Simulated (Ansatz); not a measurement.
# Optical response of BAs, part 2 of 2

Aim: the dielectric function of BAs, and the optical constants that follow from it.

Ansatz 0.2.0; DFT, PBE, plane-wave PAW, default files, scalar-relativistic, independent-particle optical response without local fields.

So far, electronic dielectric constant ε∞, mean over x, y and z (by symmetry where fewer were run): step 3 (spectrum) 10.1.

## 4. Static response with local fields

A static field by perturbation theory: the induced potential is included, and the Born charges come with it.

This step: DFT, PBE, plane-wave PAW, default files, scalar-relativistic, static field response by perturbation theory with local fields (Ansatz 0.2.0).

The input, input.yaml:

```yaml
crystal:
  lattice:
    - [0.0, 2.3885, 2.3885]
    - [2.3885, 0.0, 2.3885]
    - [2.3885, 2.3885, 0.0]
  atoms:
    - { symbol: As, position: [0.75, 0.75, 0.75] }
    - { symbol: B, position: [0.0, 0.0, 0.0] }
kpoints:
  mp_grid: { grid: [8, 8, 8] }
scf:
  occupations: { method: fixed }
hamiltonian:
  xc: pbe
  pseudopotentials: { kind: paw }
dielectric: {}
```

The run is started by

```sh
ansatz run input.yaml --threads 4 --pin off --max-ram 8192MiB --backend cpu --events-out ev --progress --plain --runs-dir out
```

Numbers of over 12 decimals in the logs are rounded to 6 here.

The log of the run:

```text
[...]
Crystal: 2 atoms, lattice volume = 27.252 Å³
Basis set: ecut = 420 eV, 531 PW (Γ), exchange–correlation on 48×48×48 points (8 copies of the dense FFT grid, shifted against one another)
Bands: 13, of which v1, the nominal top of the filled ones, is band 9 counted from 1 (8 counted from 0)
Symmetry: 24 space group operations
k-points: 95 of 512 (irreducible under 4 space group operations, time reversal used)
[...]
SCF iter   1: F=—  HF=-5012.098033 eV  |F-HF|=—  |Δ(HF+E_count)|=         —  Δρ=8.03e-4  dr2=1.04e-4  ethr=1.77e-3  ⟨swp⟩=4.4  Hψ=6210  notcnv=0  defer=127
[...]
SCF iter   7: F=-5012.098095 eV  HF=-5012.098095 eV  |F-HF|=1.18e-10  |Δ(HF+E_count)|=  9.09e-10  Δρ=4.70e-7  dr2=8.04e-11  ethr=1.00e-12  ⟨swp⟩=2.1  Hψ=5075  notcnv=0
SCF 1 converged in 7 iterations: F = -5012.098095 eV  dr2 = 8.04e-11
[...]
DFPT response loops at Γ: preconditioner auto → none (the input reference at scf.mixing.eps_inf says where Resta's filter doesn't serve); β = 0.50; Broyden in place of MSR1
── the response to a field inside a basis, on 8×8×8 k-points: an SCF that follows is theirs, and a resumed run solves both again ──
Bands: 10, of which v1, the nominal top of the filled ones, is band 9 counted from 1 (8 counted from 0)
k-points: 60 of 512 (irreducible under 6 space group operations, time reversal used)
[...]
Eigensolver: Dense (60 Hₖ)
SCF iter   1: F=—  HF=-5012.099695 eV  |F-HF|=—  |Δ(HF+E_count)|=         —  Δρ=1.28e-4  dr2=2.31e-6  ethr=1.00e-1
[...]
SCF iter   3: F=-5012.099696 eV  HF=-5012.099696 eV  |F-HF|=4.07e-8  |Δ(HF+E_count)|=   5.36e-7  Δρ=1.91e-5  dr2=4.13e-8  ethr=2.82e-9
SCF 1 converged in 3 iterations: F = -5012.099696 eV  dr2 = 4.13e-8
[...]
SCF converged after 7 iterations
Free energy (F): -5012.098095 eV
[...]
Internal energy: -5012.098095 eV  (E = F + TS)
E sigma→0 (E₀):  -5012.098095 eV
Fermi energy:    11.126702 eV
[...]
--- Band table (eV; the first three rows and the last of 95) ---
  k-point 0: bands = [... 5 lower, -4.2770, 11.1267, 11.1267, 11.1267, 14.4073, 14.4073, 14.4073, 15.8003]
  k-point 1: bands = [... 5 lower, -4.0209, 9.1629, 10.6890, 10.6890, 14.5218, 14.9846, 14.9846, 17.0810]
  k-point 2: bands = [... 5 lower, -3.2753, 6.1921, 9.9790, 9.9790, 14.1913, 15.7861, 15.7861, 19.0311]
  k-point 94: bands = [... 5 lower, 0.0641, 3.0745, 5.6456, 5.9402, 16.3925, 17.0683, 17.9428, 18.1741]
--- Dielectric response (ions clamped): 3 representative field directions + reference, inside a basis on a mesh of 512 k-points (Σ response iterations 15) ---
  ε∞ (high-frequency dielectric tensor):
        9.773133     0.000000     0.000000
        0.000000     9.773133     0.000000
        0.000000     0.000000     9.773133
  Born effective charges Z* (e; rows j = field, columns β = displacement):
    site 0:
         0.50130   -0.00000    0.00000
        -0.00000    0.50130    0.00000
        -0.00000    0.00000    0.50130
    site 1:
        -0.50130    0.00000   -0.00000
         0.00000   -0.50130   -0.00000
         0.00000   -0.00000   -0.50130
  Z* charge neutrality: 4.040e-5 e pre-enforcement
  solved inside a basis spanned on kpoints, on 8×8×8 k-points, its susceptibility summed on 12×12×12: ε∞ is read to err by 3.2e-2, Z* by 1.5e-2 e (field_mesh: kpoints solves on kpoints); Z* is corrected for what the basis lacks
```

Wall time 4.8 s (4 threads of Intel Xeon 6975P-C (Granite Rapids), shared host); peak memory 0.45 GiB; 16 s of CPU time.

Read-outs, printed or worked out from the files:

```
electronic dielectric constant ε∞, mean over x, y and z (by symmetry where fewer were run) : 9.773
```

ε∞ with local fields:

```
9.77 0.00 0.00
0.00 9.77 0.00
0.00 0.00 9.77
```

Diagonal elements. Born, by row:

```tsv
atom	Z*xx (e)	Z*yy (e)	Z*zz (e)
As1	0.501	0.501	0.501
B2	-0.501	-0.501	-0.501
```

Mean Born charges are As +0.50 and B -0.50: their signs are opposite to the formal valences (-3 and +3). These are dynamical charges, and in nearly covalent bonds they can be small or reversed.

## 5. Summary of results

| Quantity | Value |
| --- | --- |
| gap on the path | 1.19 eV |
| least direct gap on the path | 3.28 eV |
| electronic dielectric constant ε∞, mean over x, y and z (by symmetry where fewer were run) (independent particles) | 10.1 |
| absorption onset, first axis (α over 10⁴ cm⁻¹, or the direct gap if that lies higher) | 3.28 eV |
| main peak of Im epsilon, first axis | 5.59 eV |
| photocurrent from vertical transitions in a film 500 nm thick on a perfect mirror (two passes), AM1.5G, no front reflection, all carriers collected | 0.865 mA/cm² |
| electronic dielectric constant ε∞, mean over x, y and z (by symmetry where fewer were run) (static response with local fields) | 9.77 |

**Reading.** At this level (PBE, independent particles) BAs has ε∞ = 10.1 (9.77 with local fields) and n = 3.21 at 1550 nm; absorption sets in near 3.3 eV, and Im ε peaks at 5.6 eV. The gap is indirect (1.19 eV), so absorption without phonons can begin only at the direct gap of 3.28 eV. Lines 0.1 eV wide carry a tail of absorption under the direct gap, past the threshold already at 3.20 eV. Absorption passes 10⁴ cm⁻¹ from the direct gap on, 3.28 eV, in the ultraviolet, so the visible is passed, but for phonon-assisted absorption over the indirect gap, which is left out. The f-sum over the summed bands holds 8.7 of the cell's 18 electrons outside the frozen cores, 10 of which lie in bands more than 12 eV below the Fermi level, whose transitions come at higher energies. Up to 22 eV the strength has a mean oscillator energy of 6.4 eV, close to the main peak. A film 1 µm thick would pass 53 % of daylight and look colourless, dimmed by reflection in transmission (x = 0.318, y = 0.335). With local fields and the functional's kernel the static response is 9.77 against 10.1 for independent particles (-3 %). In the base spectrum excitons and phonon-assisted transitions are missing, and so are local fields; PBE gaps are as a rule too small, which pulls the onset down and ε∞ up. In the base run ε includes the program's bounded estimate of what the bands above those summed add.

Calculation against experiment:

| quantity | measured | PBE |
| --- | --- | --- |
| band gap (least gap) (eV) | 1.82 | 1.19 (-0.63 eV) |

Measured values from arxiv:1911.11281 (2019).

Verdict: The band gap is off by -0.63 eV: a clear miss. Local and semilocal functionals usually give gaps below the measured ones. An optical gap can lie under the band gap by the exciton's binding. Zero-point and thermal motion shift the measured gap. No cell relaxation is part of this session.

[Logs are printed without paths, hosts, clocks, repeated set-up lines and the standing remarks that a program may print on its own settings, such as how far it seeks lower states.]

[Hosts, paths, dates, database ids (printed as entryN), source tags and the programs' standing remarks are cut or masked in the printed files.]
